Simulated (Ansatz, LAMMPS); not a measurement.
**Relaxing Li+ BF4- in ethylene carbonate and trimethyl phosphate, from a frame at 350 K (137 atoms)**

Wanted: the relaxed structure of Li+ BF4- in ethylene carbonate and trimethyl phosphate, from a frame at 350 K (137 atoms) and its electronic structure.

Method: Kohn-Sham DFT, LDA, PAW (set soft_2), plane waves, in Ansatz 0.2.0.

## (1) The starting structure

The cell holds 137 atoms: 27 C, 32 O, 5 P, 61 H, 2 B, 8 F and 2 Li. Cell: a = 11.660 Å, b = 11.660 Å, c = 11.660 Å, α = 90.0°, β = 90.0°, γ = 90.0°. 4 ethylene carbonate, 5 trimethyl phosphate, 2 Li+, 2 BF4- placed at random, at 1.3 g/cm³; overlaps pushed apart, then 10 ps at 550 K with stiff harmonic cages for PF6 and BF4 with UFF radii; Joung-Cheatham ions (J. Phys. Chem. B 112, 9020 (2008)); MMFF94 bonds, angles, torsions, charges and radii (Halgren, J. Comput. Chem. 17, 490 (1996)) in harmonic and 12-6 forms; charges of ions scaled by 0.8. Snapshot after 30 ps at 350 K and fixed volume.

What the set-up can't give: The network of contacts between molecules at the start is that of the classical potential that made the cell. The functional has no dispersion term, which matters for the binding between molecules or layers, where LDA binds through overlap of densities alone. The density was typed from a rule of thumb and may lie off the real one at this temperature. The Brillouin zone is sampled at Γ only, in a cell whose shortest periodic width is 12 Å.

## (2) How the cell was made

A classical potential makes the cell, at a small fraction of what the same run would cost in DFT.

This step: classical MD, stiff harmonic cages for PF6 and BF4 with UFF radii; Joung-Cheatham ions (J. Phys. Chem. B 112, 9020 (2008)); MMFF94 bonds, angles, torsions, charges and radii (Halgren, J. Comput. Chem. 17, 490 (1996)) in harmonic and 12-6 forms; charges of ions scaled by 0.8 (LAMMPS 22 Jul 2025 - Update 4).

Input file in.lmp:

```
# Li+ BF4- in ethylene carbonate and trimethyl phosphate
units real
atom_style full
boundary p p p
bond_style harmonic
angle_style harmonic
dihedral_style opls
improper_style harmonic
special_bonds lj 0 0 0.5 coul 0 0 0.75
read_data data.lmp
neigh_modify delay 0 every 1 check yes one 4000
comm_modify cutoff 12.0
timestep 0.5
thermo_style custom step time temp pe press density
thermo_modify norm yes
# push overlapping molecules apart
pair_style soft 2.6
pair_coeff * * 0.0
variable a equal ramp(1,60)
fix ad all adapt 1 pair soft a * * v_a
velocity all create 550 708598 mom yes dist gaussian
fix lim all nve/limit 0.03
fix lan all langevin 550 550 50 708599 zero yes
thermo 1000
run 3000 post no
unfix ad
pair_style lj/cut/coul/long 9.0
pair_modify mix arithmetic tail yes
pair_coeff 1 1 0.0678 3.3680   # C
pair_coeff 2 2 0.0763 3.0430   # O
pair_coeff 3 3 0.2596 3.1940   # P
pair_coeff 4 4 0.0763 3.0960   # O
pair_coeff 5 5 0.0216 2.5400   # H
pair_coeff 6 6 0.0763 2.9870   # O
# [... 22 lines left out ...]
compute msd all msd com yes
thermo 7500
fix md all nvt temp 350 350 100
run 30000 post no
print "== T350: mean square displacement over the hold $(c_msd[4]:%.2f) A^2"
unfix md
uncompute msd
write_dump all custom T350.dump id type xs ys zs modify sort id
```

Run with:

```bash
lmp -in in.lmp -log none -nocite
```

The program printed:

```text
LAMMPS (22 Jul 2025 - Update 4)
Reading data file ...
  orthogonal box = (0 0 0) to (11.66004 11.66004 11.66004)
  137 atoms
  orthogonal box = (0 0 0) to (11.66004 11.66004 11.66004)
  140 bonds
  203 angles
  166 dihedrals
  4 impropers
WARNING: Bond/angle/dihedral extent > half of periodic box length
   Step          Time           Temp          PotEng         Press         Density
         0   0              550            0.5982416      15443.668      1.2989992
      1000   500            584.06199      1.7816817      10113.526      1.2989992
      2000   1000           479.86655      1.7504756      14111.602      1.2989992
      3000   1500           496.12309      1.8595413      18594.119      1.2989992
WARNING: Bond/angle/dihedral extent > half of periodic box length
Loop time of 0.269809 s on 1 MPI rank(s) for 3000 steps with 137 atoms
PPPM initialization ...
  G vector (1/distance) = 0.30951137
  grid = 8 8 8
  estimated relative force accuracy = 2.5686767e-05
WARNING: Bond/angle/dihedral extent > half of periodic box length
   Step          Time           Temp          PotEng         Press         Density
      3000   1500           496.12309     -3.6677245      2955.1771      1.2989992
[... 17 lines left out ...]
Loop time of 1.06009 s on 1 MPI rank(s) for 2000 steps with 137 atoms
WARNING: Bond/angle/dihedral extent > half of periodic box length
   Step          Time           Temp          PotEng         Press         Density
      2000   1000           522.49857     -4.7319496     -1943.1928      1.2989992
[... 5 lines left out ...]
WARNING: Bond/angle/dihedral extent > half of periodic box length
Loop time of 5.5582 s on 1 MPI rank(s) for 10000 steps with 137 atoms
WARNING: Bond/angle/dihedral extent > half of periodic box length
   Step          Time           Temp          PotEng         Press         Density
[... 4 lines left out ...]
WARNING: Bond/angle/dihedral extent > half of periodic box length
Loop time of 2.76085 s on 1 MPI rank(s) for 5000 steps with 137 atoms
WARNING: Bond/angle/dihedral extent > half of periodic box length
   Step          Time           Temp          PotEng         Press         Density
[... 2 lines left out ...]
     30000   29000          398.42239     -5.4924038      1853.4958      1.2989992
     37500   36500          307.29756     -5.4666318      3853.867       1.2989992
     45000   44000          370.45245     -5.6066533     -741.0001       1.2989992
     47000   46000          351.62119     -5.4701061      3564.759       1.2989992
WARNING: Bond/angle/dihedral extent > half of periodic box length
Loop time of 16.287 s on 1 MPI rank(s) for 30000 steps with 137 atoms
== T350: mean square displacement over the hold 13.30 A^2
```

Wall time 26 s (1 thread of Arm Neoverse V1, shared host); peak memory 0.12 GiB.

The input also reads data.lmp (atoms, bonds and types; not printed here).

## (3) Single point at the start

The forces at the start show how far the geometry lies from a minimum of this functional.

Input file input.yaml:

```yaml
crystal:
  lattice:
    - [11.66004, 0.0, 0.0]
    - [0.0, 11.66004, 0.0]
    - [0.0, 0.0, 11.66004]
  atoms:
    - { symbol: C, position: [0.75352, 0.45433, 0.66724] }
    - { symbol: O, position: [0.65062, 0.41831, 0.62651] }
    - { symbol: P, position: [0.5808, 0.33947, 0.71681] }
    - { symbol: O, position: [0.5866, 0.37511, 0.84168] }
    - { symbol: O, position: [0.4532, 0.33075, 0.67058] }
    - { symbol: C, position: [0.40544, 0.44089, 0.65862] }
    - { symbol: O, position: [0.63092, 0.21159, 0.69035] }
    - { symbol: C, position: [0.60634, 0.17111, 0.57835] }
    - { symbol: H, position: [0.81331, 0.47558, 0.59991] }
    - { symbol: H, position: [0.74281, 0.52358, 0.73441] }
    - { symbol: H, position: [0.78618, 0.38866, 0.71546] }
    - { symbol: H, position: [0.3242, 0.43456, 0.60778] }
    - { symbol: H, position: [0.46079, 0.49511, 0.60745] }
    - { symbol: H, position: [0.37806, 0.4704, 0.74462] }
    - { symbol: H, position: [0.56453, 0.23192, 0.52698] }
    - { symbol: H, position: [0.67738, 0.13393, 0.53181] }
    - { symbol: H, position: [0.54446, 0.09798, 0.59141] }
    - { symbol: C, position: [0.40464, 0.81183, 0.50832] }
    - { symbol: O, position: [0.41334, 0.75934, 0.39919] }
    - { symbol: P, position: [0.29447, 0.77321, 0.32484] }
    - { symbol: O, position: [0.31203, 0.73989, 0.20405] }
    - { symbol: O, position: [0.2016, 0.69876, 0.38693] }
    - { symbol: C, position: [0.23133, 0.57623, 0.37808] }
    - { symbol: O, position: [0.25343, 0.90401, 0.34265] }
    - { symbol: C, position: [0.31026, 0.9833, 0.26605] }
    - { symbol: H, position: [0.42084, 0.89979, 0.48657] }
    - { symbol: H, position: [0.31779, 0.81282, 0.54505] }
    - { symbol: H, position: [0.47973, 0.78466, 0.55746] }
    - { symbol: H, position: [0.30753, 0.55963, 0.42704] }
    - { symbol: H, position: [0.26025, 0.56046, 0.28865] }
    - { symbol: H, position: [0.15786, 0.51817, 0.3935] }
    - { symbol: H, position: [0.25308, 0.99099, 0.19024] }
    [... 99 atom lines left out ...]
    - { symbol: F, position: [0.55521, 0.11426, 0.15402] }
    - { symbol: F, position: [0.59296, 0.21638, 0.31545] }
    - { symbol: F, position: [0.73499, 0.19609, 0.18305] }
    - { symbol: F, position: [0.67246, 0.03967, 0.2641] }
    - { symbol: Li, position: [0.6591, 0.89296, 0.30224] }
    - { symbol: Li, position: [0.1785, 0.74495, 0.08488] }
kpoints:
  mp_grid: { grid: [1, 1, 1] }
hamiltonian:
  xc: lda
scf:
  occupations: { method: fixed }
output:
  forces: true
  stress: true
  populations: true
  dos:
    method: { smearing: { sigma: 0.08 } }
    de: 0.1
    projected: { site_lists: { B: [B], C: [C], F: [F], H: [H], Li: [Li] } }
  eigenvalues: true
```

Run with:

```bash
ansatz run input.yaml --threads 4 --pin off --max-ram 8192MiB --backend cpu --events-out ev --progress --plain --runs-dir out
```

The program printed:

```text
Engine: ansatz 0.2.0, aarch64-unknown-linux-gnu
Pseudopotentials: kind: paw
Pseudopotential: C, paw, valence charge 4, recommended cutoff 420 eV (normal), C.paw.azcp
Pseudopotential: O, paw, valence charge 6, recommended cutoff 420 eV (normal), O.paw.azcp
Pseudopotential: P, paw, valence charge 5, recommended cutoff 420 eV (normal), P.paw.azcp
Pseudopotential: H, paw, valence charge 1, recommended cutoff 420 eV (normal), H.paw.azcp
Pseudopotential: B, paw, valence charge 3, recommended cutoff 420 eV (normal), B.paw.azcp
Pseudopotential: F, paw, valence charge 7, recommended cutoff 420 eV (normal), F.paw.azcp
Pseudopotential: Li, paw, valence charge 3, recommended cutoff 420 eV (normal), Li.paw.azcp
[... 3 lines on functional and potentials left out ...]
Crystal: 137 atoms, lattice volume = 1585.259 Å³
Basis set: ecut = 420 eV, 31103 PW (Γ)
Bands: 364, of which v1, the nominal top of the filled ones, is band 227 counted from 1 (226 counted from 0)
Symmetry: 1 space group operations
Space group: P1 (ITA 1), of the structure as read, at distance tolerance 1.2e-4 Å
k-points: 1
[... 20 lines on functional and potentials left out ...]
Initial density: superposition of atomic densities (neutral atoms: chi_scale 0, normalization atom), corrected by the library's trained network
Initial wavefunctions: pseudopotential atomic-orbital guess
Functional: x = slater, c = lda
SCF iter   1: F=—  HF=-35965.467356 eV  |F-HF|=—  |Δ(HF+E_count)|=         —  Δρ=1.11e-2  dr2=1.45e0  ethr=1.77e-3  ⟨swp⟩=5.0  Hψ=1416  notcnv=0  defer=131
preconditioner: auto → Resta (q_TF=auto, 2.215 Å⁻¹)  ε∞=2.4  [insulator: Δε(μ)=4.968 eV  Ē_g=16.496 eV  n_scr=256 (ndim 8)  ℏωp=19.8 eV  f_vac=0.286  ε∞_Penn≈2.4]
SCF iter   2: F=—  HF=-35965.039811 eV  |F-HF|=—  |Δ(HF+E_count)|=   4.28e-1  Δρ=4.22e-3  dr2=2.11e-1  ethr=3.20e-4  ⟨swp⟩=2.0  Hψ=643  notcnv=0  defer=135
SCF iter   3: F=—  HF=-35964.981773 eV  |F-HF|=—  |Δ(HF+E_count)|=   5.80e-2  Δρ=1.92e-3  dr2=5.62e-2  ethr=4.65e-5  ⟨swp⟩=3.0  Hψ=444  notcnv=0  defer=135
SCF iter   4: F=—  HF=-35964.968389 eV  |F-HF|=—  |Δ(HF+E_count)|=   1.34e-2  Δρ=8.04e-4  dr2=1.07e-2  ethr=1.24e-5  ⟨swp⟩=3.0  Hψ=508  notcnv=0  defer=135
SCF iter   5: F=—  HF=-35964.966807 eV  |F-HF|=—  |Δ(HF+E_count)|=   1.58e-3  Δρ=3.23e-4  dr2=1.90e-3  ethr=2.36e-6  ⟨swp⟩=2.0  Hψ=633  notcnv=0  defer=135
SCF iter   6: F=—  HF=-35964.966769 eV  |F-HF|=—  |Δ(HF+E_count)|=   3.79e-5  Δρ=1.10e-4  dr2=2.68e-4  ethr=4.18e-7  ⟨swp⟩=2.0  Hψ=423  notcnv=0  defer=132
SCF iter   7: F=—  HF=-35964.966818 eV  |F-HF|=—  |Δ(HF+E_count)|=   4.95e-5  Δρ=6.09e-5  dr2=5.72e-5  ethr=5.91e-8  ⟨swp⟩=3.0  Hψ=511  notcnv=0  defer=130
SCF iter   8: F=—  HF=-35964.966882 eV  |F-HF|=—  |Δ(HF+E_count)|=   6.40e-5  Δρ=2.11e-5  dr2=7.20e-6  ethr=1.26e-8  ⟨swp⟩=2.0  Hψ=588  notcnv=0  defer=130
SCF iter   9: F=—  HF=-35964.966886 eV  |F-HF|=—  |Δ(HF+E_count)|=   3.45e-6  Δρ=8.78e-6  dr2=1.27e-6  ethr=1.59e-9  ⟨swp⟩=3.0  Hψ=459  notcnv=0  defer=130
SCF iter  10: F=—  HF=-35964.966887 eV  |F-HF|=—  |Δ(HF+E_count)|=   1.09e-6  Δρ=4.17e-6  dr2=2.70e-7  ethr=2.79e-10  ⟨swp⟩=3.0  Hψ=517  notcnv=0  defer=130
SCF iter  11: F=-35964.966887 eV  HF=-35964.966887 eV  |F-HF|=4.87e-8  |Δ(HF+E_count)|=   1.74e-7  Δρ=1.40e-6  dr2=3.60e-8  ethr=2.20e-11  ⟨swp⟩=23.0  Hψ=2886  notcnv=0
SCF 1 converged in 11 iterations: F = -35964.966887 eV  dr2 = 3.60e-8
  greatest PAW one-centre occupation: 1.000 electrons in one spin orbital (limit 2), on the Li atom at site 135 (counted from 0), in its partial waves of l = 0
SCF converged after 11 iterations
Free energy (F): -35964.966887 eV
Harris-Foulkes:  -35964.966887 eV  (|F-HF|=4.87e-8)
Internal energy: -35964.966887 eV  (E = F + TS)
E sigma→0 (E₀):  -35964.966887 eV
Fermi energy:    -1.461174 eV
--- Per-component energies (eV) ---
  E_band       = -4147.313315
  E_kinetic    = 11055.170638
  E_local      = -41920.718341  (includes V_loc(G=0)·N_el)
  E_nonlocal   = 3192.236950
  E_hartree    = 16013.796341
  E_xc         = -5122.620386
  E_vxc        = -6454.309687  (∫ρ·V_xc dr)
  E_paw        = -11615.624848  (= ΣΔE_a)
  E_vpaw       = -2047.301625  (= ΣTr[D̂ρ^β])
  E_aug_tail   = 0.016446  (compensation charges beyond the density's cutoff)
  E_ewald      = -7573.606092
  E_core_change = 6.382405  (= ΣΔE_core)
  E_smearing   = -0.000000  (= −TS)
  E_closure    = -0.000000  (closes the sum)
  Σ components = -35964.966887   (vs F -35964.966887, Δ=0.00e0)
--- Forces (eV/Å), atoms counted from 1 ---
  atom   1  C      0.38402131     2.46791658     1.17623822
  atom   2  O     -3.31303711    -0.82020950    -0.48717167
  atom   3  P      0.77635204    -1.10372342     2.22609621
  atom   4  O      0.21357660    -0.66946934    -2.85885714
  atom   5  O      1.19025164    -0.22500361    -0.57193211
  atom   6  C     -2.26591896    -0.09344282    -0.09697645
  atom   7  O     -0.40329937     1.78679891     0.44323831
  atom   8  C     -0.85317693    -2.29522655     1.29327424
  atom   9  H      0.25516496     0.29775459    -0.57730592
  atom  10  H      0.16426785    -0.03911104    -0.81956298
  atom  11  H      1.93444969    -2.22726451     1.52670169
  atom  12  H      0.31195044    -0.28846996     0.27647342
  atom  13  H      0.50823429     0.74524080     0.24887211
  atom  14  H      0.42781119     0.51535831    -0.32988188
[...]
atom 136  Li     0.15438105     0.06017235     0.16441935
  atom 137  Li     0.36945617    -0.26411897    -0.18134757
  max |Σ_I F_I| component: 1.53e-4 eV/Å
--- Stress (GPa, compression-positive) ---
       -0.568847      -0.623704       0.724095
       -0.623704      -0.983880      -0.888297
        0.724095      -0.888297      -2.061140
  P = ⅓ Tr σ = -1.2046 GPa (-12.046 kbar)
--- Band table (eV) ---
  k-point 0: bands = ["-43.6608", "-42.4254", "-24.8654", "-24.7656", [... 348 levels ...], "10.3117", "10.3478", "10.3840", "10.4188", "10.4646", "10.5504", "10.5728", "10.6350", "10.6371", "10.6882", "10.7552", "10.7894"]
--- Löwdin populations: 137 sites ---
  site symbol       q [e]
     0      C      4.2701
     1      O      6.5131
     2      P      2.9193
[...]
136     Li      2.2542
  spilling = 0.013885 (of n_electrons = 454.000000)
```

Run time: 26 s. Hardware: 4 threads of Arm Neoverse V1, shared host; peak memory 1.9 GiB.

The run gave:

| Item | Value |
| --- | --- |
| free energy | -35964.9669 eV |
| free energy per atom | -262.5180 eV/atom |
| SCF cycles | 11 |
| pressure | -1.205 GPa |
| r.m.s. force component | 1.077 eV/Å |
| longest force | 4.343 eV/Å |
| Fermi energy | -1.461 eV |
| gap (highest filled to lowest empty level) | 4.942 eV |
| spilling of the projection | 0.01388 |

The r.m.s. force component of 1.1 eV/Å and the pressure of -1.2 GPa set the starting point.

Neighbours are counted within 1.34 Å (H-C), 1.73 Å (O-C), 2.08 Å (O-P), 2.43 Å (O-Li), 1.85 Å (C-C), 1.72 Å (F-B), 2.16 Å (F-Li).

Length of the force by element and coordination:

```tsv
element	coordination	atoms	mean length of the force (eV/Å)	spread	least	most
B	all	2	2.72	0.438	2.28	3.16
C	all	27	2.17	0.927	0.772	4.12
C	3	4	2.06	1.01	0.772	3.59
C	4	23	2.19	0.910	0.996	4.12
F	all	8	1.24	0.716	0.345	2.57
F	1	6	0.991	0.570	0.345	1.91
F	2	2	1.98	0.589	1.39	2.57
H	all	61	1.15	0.742	0.246	3.32
Li	all	2	0.361	0.128	0.233	0.489
Li	3	1	0.233	0	0.233	0.233
Li	5	1	0.489	0	0.489	0.489
O	all	32	2.02	0.879	0.505	4.34
O	1	3	2.69	0.369	2.17	2.96
O	2	29	1.95	0.888	0.505	4.34
P	all	5	1.97	0.943	0.887	3.49
```

(Continued in part 2 of 3.)

[Logs are printed without paths, hosts, clocks, repeated set-up lines and the standing remarks that a program may print on its own settings, such as how far it seeks lower states.]

[Hosts, paths, dates, database ids (printed as entryN), source tags and the programs' standing remarks are cut or masked in the printed files.]

[The MMFF94 radii named for the starting cell were scaled by 0.96; in molecules described by MMFF94, hydrogen bound to N, O or S took a small fixed 12-6 site in their place.]
